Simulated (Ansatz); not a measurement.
**Sensitivity of the G0W0 gap of Rb2LiVO4 (Cmc2_1)**

Aim: change settings of a G0W0 run on Rb2LiVO4 (Cmc2_1) and see what moves.

Program: Ansatz 0.2.0. Level of theory: G0W0 on r2SCAN, plane waves, PAW; PAW set soft_1. Results are calculated unless marked as measured.

## (1) Starting point

It takes space group Cmc2_1 (No. 36, orthorhombic). Conventional cell: a = 5.879 Å, b = 11.701 Å, c = 7.933 Å, α = 90.00°, β = 90.00°, γ = 90.00°. Nearest to Rb lie 10 O at 2.88 to 3.57 Å and 3 Li at 3.18 to 3.60 Å and 1 V at 3.49 Å. Nearest to Rb lie 8 O at 2.89 to 3.24 Å and 1 Li at 3.11 Å. Nearest to Li lie 4 O at 1.89 to 2.06 Å. Nearest to V lie 4 O at 1.71 to 1.72 Å. Nearest to O lie 1 V at 1.72 Å and 1 Li at 1.89 Å and 5 Rb at 3.02 to 3.57 Å. Nearest to O lie 1 V at 1.71 Å and 1 Li at 2.06 Å and 4 Rb at 2.88 to 3.06 Å. Farther neighbours and most contacts between anions are not listed.

The cell and positions come from the Crystallography Open Database and are kept as given unless a step says otherwise.

## (2) The base run: 2×2×2 mesh, 426 empty bands, screening to 78 eV, PAW set soft_1 files

Now the one-shot GW correction: screening in the RPA, then the self-energy of the levels asked for. This step takes PAW set soft_1 files.

Contents of input.yaml:

```yaml
crystal:
  lattice:
    - [2.9395, -5.8505, 0.0]
    - [2.9395, 5.8505, 0.0]
    - [0.0, 0.0, 7.933]
  atoms:
    - { symbol: Rb, position: [0.605, 0.395, 0.9488] }
    - { symbol: Rb, position: [0.395, 0.605, 0.4488] }
    - { symbol: Rb, position: [0.0617, 0.9383, 0.5932] }
    - { symbol: Rb, position: [0.9383, 0.0617, 0.0932] }
    - { symbol: Li, position: [0.1989, 0.8011, 0.1716] }
    - { symbol: Li, position: [0.8011, 0.1989, 0.6716] }
    - { symbol: V, position: [0.6905, 0.3095, 0.3894] }
    - { symbol: V, position: [0.3095, 0.6905, 0.8894] }
    - { symbol: O, position: [0.4087, 0.1191, 0.2817] }
    - { symbol: O, position: [0.5913, 0.8809, 0.7817] }
    - { symbol: O, position: [0.8809, 0.5913, 0.2817] }
    - { symbol: O, position: [0.1191, 0.4087, 0.7817] }
    - { symbol: O, position: [0.634, 0.366, 0.5887] }
    - { symbol: O, position: [0.366, 0.634, 0.0887] }
    - { symbol: O, position: [0.835, 0.165, 0.4236] }
    - { symbol: O, position: [0.165, 0.835, 0.9236] }
kpoints:
  mp_grid: { grid: [2, 2, 2] }
hamiltonian:
  xc: r2scan
  pseudopotentials: { kind: paw, azcp: { folder: soft_1 } }
scf:
  occupations: { method: fixed }
gw:
  n_empty_bands: 426
  ecut_chi: 78
  qp_bands: [v4, c4]
  qp_kpoints: band_edges
  screening: { model: contour_deformation }
```

Started as:

```
$ ansatz run input.yaml --threads 24 --pin off --max-ram 82944MiB --backend cuda --events-out ev --progress --plain --runs-dir out --devices 1 --max-vram 78GiB
```

Numbers of over 12 decimals in the logs are rounded to 6 here.

Output:

```text
GPUs: using 1 of 1 available (devices: 1).
Engine: ansatz 0.2.0, aarch64-unknown-linux-gnu
Pseudopotentials: kind: paw
Pseudopotential: Rb, paw, valence charge 9, recommended cutoff 500 eV (meta_gga), soft_1/Rb.paw.azcp
Pseudopotential: Li, paw, valence charge 3, recommended cutoff 500 eV (meta_gga), soft_1/Li.paw.azcp
Pseudopotential: V, paw, valence charge 13, recommended cutoff 500 eV (meta_gga), soft_1/V.paw.azcp
Pseudopotential: O, paw, valence charge 6, recommended cutoff 500 eV (meta_gga), soft_1/O.paw.azcp
Functional definition: r2SCAN
  parameter k0 = 0.174
  parameter k1 = 0.065
  parameter a1 = 4.9479
  exchange = r2scan_x(k0 = k0, k1 = k1, a1 = a1)
  correlation = r2scan_c
[...]
Crystal: 16 atoms, lattice volume = 272.856 Å³
Basis set: ecut = 500 eV, 6919 PW (Γ), exchange–correlation on 192×192×240 points (64 copies of the dense FFT grid, shifted against one another)
Bands: 74, of which v1, the nominal top of the filled ones, is band 58 counted from 1 (57 counted from 0)
Symmetry: 4 space group operations
Space group: Cmc21 (ITA 36), of the structure as read, at distance tolerance 6.5e-5 Å
k-points: 6 of 8
Non-local potential: Rb, projectors of the file, l = 0: 3, l = 1: 2, l = 2: 2
Non-local potential: Li, projectors of the file, l = 0: 3, l = 1: 2, l = 2: 1
Non-local potential: V, projectors of the file, l = 0: 3, l = 1: 2, l = 2: 3, l = 3: 1
Non-local potential: O, projectors of the file, l = 0: 2, l = 1: 2, l = 2: 1
PAW form: soft (Blöchl's): semilocal exchange-correlation on the pseudo side does not see the compensation charge
PAW frozen core: Rb, regenerated for the run's functional (the file was generated under x = pbe(κ = 0.804, μ = 0.219515), c = pbe(β = 0.066725))
PAW frozen core: V, regenerated for the run's functional (the file was generated under x = pbe(κ = 0.804, μ = 0.219515), c = pbe(β = 0.066725))
PAW frozen core: O, regenerated for the run's functional (the file was generated under x = pbe(κ = 0.804, μ = 0.219515), c = pbe(β = 0.066725))
PAW one-centre angular grid: Rb, 302 points (default); XC on 160 Gauss nodes
PAW one-centre angular grid: Li, 302 points (default); XC on 295 of its mesh's 2161 points in the sphere
PAW one-centre angular grid: V, 590 points (default); XC on 160 Gauss nodes
PAW one-centre angular grid: O, 302 points (default); XC on 160 Gauss nodes
Initial density: superposition of atomic densities (chi_scale 0.1, normalization cell, long waves kept (reshape's long-wave potential 0.04 eV rms))
Initial wavefunctions: pseudopotential atomic-orbital guess
[...]
Functional: x = r2scan, c = r2scan; τ floored in thin density (d = 2e-4 eV/Å³)
SCF iter   1: F=—  HF=-23923.185122 eV  |F-HF|=—  |Δ(HF+E_count)|=         —  Δρ=4.32e-2  dr2=4.71e0  dr2_τ=5.54e-1  ethr=3.10e-3  ⟨swp⟩=5.0  Hψ=1359  notcnv=0  defer=75
preconditioner: auto → Resta (q_TF=auto, 2.366 Å⁻¹)  ε∞=3.7  [insulator: Δε(μ)=4.232 eV  Ē_g=12.932 eV  n_scr=58 (ndim 8)  ℏωp=21.1 eV  f_vac=0.000  ε∞_Penn≈3.7]
SCF iter   2: F=—  HF=-23923.152141 eV  |F-HF|=—  |Δ(HF+E_count)|=   3.30e-2  Δρ=2.30e-2  dr2=1.48e0  dr2_τ=6.63e-2  ethr=3.10e-3  ⟨swp⟩=2.0  Hψ=716  notcnv=0  defer=72
SCF iter   3: F=—  HF=-23923.324479 eV  |F-HF|=—  |Δ(HF+E_count)|=   1.72e-1  Δρ=1.11e-2  dr2=4.22e-1  dr2_τ=2.22e-2  ethr=1.28e-3  ⟨swp⟩=2.0  Hψ=684  notcnv=0  defer=72
SCF iter   4: F=—  HF=-23923.325840 eV  |F-HF|=—  |Δ(HF+E_count)|=   1.36e-3  Δρ=1.06e-2  dr2=3.32e-1  dr2_τ=2.14e-2  ethr=3.64e-4  ⟨swp⟩=2.8  Hψ=729  notcnv=0  defer=81
SCF iter   5: F=—  HF=-23923.291959 eV  |F-HF|=—  |Δ(HF+E_count)|=   3.39e-2  Δρ=3.01e-3  dr2=2.58e-2  dr2_τ=1.41e-3  ethr=2.86e-4  ⟨swp⟩=2.0  Hψ=539  notcnv=0  defer=73
SCF iter   6: F=—  HF=-23923.292568 eV  |F-HF|=—  |Δ(HF+E_count)|=   6.08e-4  Δρ=1.48e-3  dr2=6.97e-3  dr2_τ=5.53e-4  ethr=2.23e-5  ⟨swp⟩=2.0  Hψ=643  notcnv=0  defer=83
[...]
SCF iter   9: F=—  HF=-23923.292551 eV  |F-HF|=—  |Δ(HF+E_count)|=   7.13e-6  Δρ=1.69e-5  dr2=8.84e-7  dr2_τ=5.49e-8  ethr=1.21e-8  ⟨swp⟩=2.5  Hψ=653  notcnv=0  defer=72
[...]
SCF 1 converged in 11 iterations: F = -23923.292551 eV  dr2 = 4.14e-8
[...]
SCF converged after 11 iterations
[...]
--- G₀W₀: contour deformation, 6 samples at zero and on the imaginary axis and 0 off it, 8 q-points, 426 empty bands' worth ---
  eigenvalues of the whole cell's RPA ε∞ on this k-mesh (on a slab, of 1 + 4πα/V) = 2.5232, 2.5875, 2.6129; static W/v taken at q = 0 is 0.389253
  gw.qp_kpoints: band_edges: 6 of 6 stored k-points solved, in 1 pass; an edge of the gap read off the rows below is read off those points alone
    ik  band        ε_KS         Σx   Σc(E_QP)       V_xc       Z   E_QP_lin       E_QP  E_QP is
     0    55      3.4108   -24.9643     4.2234   -20.1804  0.7617     2.8460     2.8503  root
     0    56      3.4778   -25.0191     4.2300   -20.2431  0.7611     2.9277     2.9318  root
     0    57      3.5516   -25.0343     4.2269   -20.2625  0.7612     3.0027     3.0067  root
     0    58      3.6214   -25.1192     4.2154   -20.3771  0.7614     3.0911     3.0948  root
     0    59      8.1491   -15.8473    -5.3091   -23.3986  0.7654    10.4599    10.3913  root
     0    60      8.1637   -16.0139    -5.3896   -23.6613  0.7641    10.4921    10.4215  root
     0    61      8.1749   -16.1839    -5.3882   -23.8444  0.7610    10.5203    10.4472  root
     0    62      8.2410   -16.4995    -5.3755   -24.1821  0.7585    10.6248    10.5481  root
[...]
5    59      8.1811   -16.0566    -5.3732   -23.6928  0.7637    10.5151    10.4441  root
     5    60      8.1811   -16.0566    -5.3732   -23.6928  0.7637    10.5151    10.4441  root
     5    61      8.2471   -16.5046    -5.4102   -24.2243  0.7580    10.6339    10.5566  root
     5    62      8.2471   -16.5046    -5.4102   -24.2243  0.7580    10.6339    10.5566  root
```

The job ended after 4.9 s (1 × NVIDIA GB200 (shared by 2 runs) with 24 threads of Arm Neoverse V2, shared host; peak memory 2.2 GiB; 18 s of CPU time).

Numbers from this step:

```yaml
bands_summed: 484
rpa_eps_infinity_on_this_mesh_eigenvalues: 2.523, 2.587, 2.613
plane_waves_in_the_screening_matrix: 431
q_points_in_the_mesh: 8
g0w0_gap_on_the_mesh: 7.067 eV
k_of_the_valence_top: -0.5, -0.5, 0
k_of_the_conduction_bottom: 0, -0.5, 0
starting_gap_on_the_mesh: 4.353 eV
z_at_the_valence_top: 0.7613
z_at_the_conduction_bottom: 0.7670
least_direct_g0w0_gap_on_the_computed_points: 7.182 eV
```

The gap on the mesh goes from 4.35 eV to 7.07 eV, a correction of +2.71 eV. Between the two edge states, bare exchange in place of the xc potential would open the gap by 12.31 eV, and correlation takes back 9.59 eV.

## (3) Variant: low screening cutoff

Edit input.yaml of step 2 so:

```diff
@@ -30,4 +30,4 @@
 gw:
-  n_empty_bands: 426
-  ecut_chi: 78
+  n_empty_bands: 814
+  ecut_chi: 40
   qp_bands: [v4, c4]
```

Output:

```text
GPUs: using 1 of 1 available (devices: 1).
[...]
Crystal: 16 atoms, lattice volume = 272.856 Å³
Basis set: ecut = 500 eV, 6919 PW (Γ), exchange–correlation on 192×192×240 points (64 copies of the dense FFT grid, shifted against one another)
Bands: 74, of which v1, the nominal top of the filled ones, is band 58 counted from 1 (57 counted from 0)
[... 1 set-up line as in the run before ...]
[...]
k-points: 6 of 8
[...]
SCF iter   1: F=—  HF=-23923.185122 eV  |F-HF|=—  |Δ(HF+E_count)|=         —  Δρ=4.32e-2  dr2=4.71e0  dr2_τ=5.54e-1  ethr=3.10e-3  ⟨swp⟩=5.0  Hψ=1359  notcnv=0  defer=75
[...]
SCF iter   6: F=—  HF=-23923.292568 eV  |F-HF|=—  |Δ(HF+E_count)|=   6.08e-4  Δρ=1.48e-3  dr2=6.97e-3  dr2_τ=5.53e-4  ethr=2.23e-5  ⟨swp⟩=2.0  Hψ=643  notcnv=0  defer=83
[...]
SCF iter   9: F=—  HF=-23923.292551 eV  |F-HF|=—  |Δ(HF+E_count)|=   7.13e-6  Δρ=1.69e-5  dr2=8.84e-7  dr2_τ=5.49e-8  ethr=1.21e-8  ⟨swp⟩=2.5  Hψ=653  notcnv=0  defer=72
[...]
SCF 1 converged in 11 iterations: F = -23923.292551 eV  dr2 = 4.14e-8
[...]
SCF converged after 11 iterations
[...]
0    55      3.4108   -24.9643     4.1232   -20.1804  0.7718     2.7440     2.7501  root
     0    56      3.4778   -25.0191     4.1284   -20.2431  0.7713     2.8244     2.8303  root
     0    57      3.5516   -25.0343     4.1227   -20.2625  0.7715     2.8966     2.9025  root
     0    58      3.6214   -25.1192     4.1113   -20.3771  0.7719     2.9852     2.9907  root
     0    59      8.1491   -15.8473    -5.0903   -23.3986  0.7780    10.6947    10.6102  root
     0    60      8.1637   -16.0139    -5.1615   -23.6613  0.7768    10.7372    10.6495  root
     0    61      8.1749   -16.1839    -5.1607   -23.8444  0.7742    10.7649    10.6747  root
     0    62      8.2410   -16.4995    -5.1501   -24.1821  0.7719    10.8678    10.7735  root
[...]
5    59      8.1811   -16.0566    -5.1480   -23.6928  0.7765    10.7573    10.6693  root
     5    60      8.1811   -16.0566    -5.1480   -23.6928  0.7765    10.7573    10.6693  root
     5    61      8.2471   -16.5046    -5.1820   -24.2243  0.7715    10.8800    10.7848  root
     5    62      8.2471   -16.5046    -5.1820   -24.2243  0.7715    10.8800    10.7848  root
```

Elapsed: 5.7 s, on 1 × NVIDIA GB200 (shared by 2 runs) with 24 threads; peak memory 3.3 GiB.

Against the base:

| setting | base | variant |
| --- | --- | --- |
| empty bands | 426 | 814 |
| screening cutoff (eV) | 78 | 40 |

```csv
quantity,variant,base
starting gap on the mesh,4.353,4.353
G0W0 gap on the mesh,7.397,7.067
least direct G0W0 gap on the computed points,7.514,7.182
Z at the valence top,0.772,0.761
Z at the conduction bottom,0.779,0.767
```

## (4) Variant: other PAW set

This step: G0W0 on r2SCAN, plane waves, PAW.

Edit input.yaml of step 3 so:

```diff
@@ -26,3 +26,3 @@
   xc: r2scan
-  pseudopotentials: { kind: paw, azcp: { folder: soft_1 } }
+  pseudopotentials: { kind: paw, source: jth }
 scf:
@@ -30,4 +30,4 @@
 gw:
-  n_empty_bands: 814
-  ecut_chi: 40
+  n_empty_bands: 619
+  ecut_chi: 100
   qp_bands: [v4, c4]
```

Output:

```text
Warning: <dir> the checks of this Rb dataset prove no rule for summing its radial tables, as where they were carried onto another mesh than they were made on, and Gregory's rule is taken, under which a leading mesh point left out moves its sums only by what lay on the interval it spanned. That does not make them correct, and they differ from Quantum ESPRESSO's on this file; a re-export a fraction of a mesh step off can move them. hamiltonian.pseudopotentials.radial_quadrature: simpson_from_first_knot sums it by `pw.x`'s rule; on a PAW file no value gives `pw.x`'s numbers. What more to know: hamiltonian.pseudopotentials.radial_quadrature, in the input reference
Warning: <dir> the checks of this Li dataset prove no rule for summing its radial tables, as where they were carried onto another mesh than they were made on, and Gregory's rule is taken, under which a leading mesh point left out moves its sums only by what lay on the interval it spanned. That does not make them correct, and they differ from Quantum ESPRESSO's on this file; a re-export a fraction of a mesh step off can move them. hamiltonian.pseudopotentials.radial_quadrature: simpson_from_first_knot sums it by `pw.x`'s rule; on a PAW file no value gives `pw.x`'s numbers. What more to know: hamiltonian.pseudopotentials.radial_quadrature, in the input reference
[...]
GPUs: using 1 of 1 available (devices: 1).
[...]
Crystal: 16 atoms, lattice volume = 272.856 Å³
Basis set: ecut = 1410 eV, 32807 PW (Γ), exchange–correlation on 324×324×400 points (64 copies of the dense FFT grid, shifted against one another)
Bands: 74, of which v1, the nominal top of the filled ones, is band 58 counted from 1 (57 counted from 0)
[... 1 set-up line as in the run before ...]
[...]
k-points: 6 of 8
[...]
SCF 1 converged in 11 iterations: F = -23909.535034 eV  dr2 = 9.91e-8
[...]
SCF converged after 11 iterations
[...]
bands read: the sum over 677 bands ends inside a degenerate multiplet in 3 slots, whose members it reads at an even weight; the widest, k=1: bands 677 to 678 (counted from 1) at 1/2 each
[...]
0    55      3.4918   -24.9528     4.1437   -20.1834  0.7591     2.8606     2.8661  root
     0    56      3.5589   -25.0076     4.1501   -20.2462  0.7586     2.9424     2.9476  root
     0    57      3.6336   -25.0265     4.1480   -20.2685  0.7587     3.0185     3.0237  root
     0    58      3.7034   -25.1113     4.1356   -20.3828  0.7589     3.1057     3.1105  root
     0    59      8.2210   -15.9146    -5.3411   -23.4938  0.7632    10.5278    10.4591  root
     0    60      8.2349   -16.0731    -5.4183   -23.7446  0.7620    10.5590    10.4882  root
     0    61      8.2442   -16.2419    -5.4195   -23.9252  0.7587    10.5812    10.5080  root
     0    62      8.3101   -16.5533    -5.4091   -24.2575  0.7561    10.6817    10.6052  root
[...]
5    59      8.2514   -16.1122    -5.4028   -23.7725  0.7616    10.5801    10.5089  root
     5    60      8.2514   -16.1122    -5.4028   -23.7725  0.7616    10.5801    10.5089  root
     5    61      8.3166   -16.5604    -5.4432   -24.3019  0.7556    10.6920    10.6148  root
     5    62      8.3166   -16.5604    -5.4432   -24.3019  0.7556    10.6920    10.6148  root
```

The job ended after 11 s (1 × NVIDIA GB200 (shared by 2 runs) with 24 threads; peak memory 8.9 GiB).

The G0W0 gap on the mesh is 7.124 eV.

Against the base:

```
              setting            base  variant
                files  PAW set soft_1  JTH PAW
          empty bands             426      619
screening cutoff (eV)              78      100
```

```
                                    quantity  variant   base
                    starting gap on the mesh    4.343  4.353
                        G0W0 gap on the mesh    7.124  7.067
least direct G0W0 gap on the computed points    7.235  7.182
                        Z at the valence top    0.759  0.761
                  Z at the conduction bottom    0.765  0.767
```

## (5) What came out

| Property | Result |
| --- | --- |
| base | 7.07 eV, 4.9 s |
| low screening cutoff | 7.40 eV, 5.7 s |
| other PAW set | 7.12 eV, 11 s |

What this shows: Low screening cutoff: the gap moves by +0.33 eV; such settings are too crude to quote. The variant differs from the base in empty bands and screening cutoff together, so the change can't be laid to one of them. Other PAW set: the gap moves by +0.06 eV and the time by a factor of 2.3 (the plane-wave cutoff goes from 500 to 1410 eV). The variant differs from the base in files, empty bands and screening cutoff together, so the change can't be laid to one of them. All runs here use a coarse mesh and modest cutoffs; they test settings and are not final values. The 2×2×2 mesh is coarse for this cell (its supercell is 13 Å along the shortest edge). The RPA ε∞ on it, from the r2SCAN start, is 2.52, 2.59 and 2.61; such meshes misread the long-range screening, most where the gap is narrow. The runs have no spin polarisation. For a closed low-spin shell that is the natural state; where a d or f shell is open it is a constraint, and the gap is then not the crystal's own. With d states at the gap, one-shot GW leans hard on its start. The many-body steps are scalar-relativistic: spin-orbit coupling is not in them.

[Paths, hosts, dates, memory and timing lines, banners, echoed tables and standing remarks are left out of the program output.]

[Logs are printed without paths, hosts, clocks, repeated set-up lines and the standing remarks that a program may print on its own settings, such as how far it seeks lower states.]

[Runs of the session that timed out or met a known fault of the program may be left out.]

[Cells called generated may have been cut or substituted from an entry of the Crystallography Open Database or the Materials Project.]

[Hosts, paths, dates, database ids (printed as entryN), source tags and the programs' standing remarks are cut or masked in the printed files.]
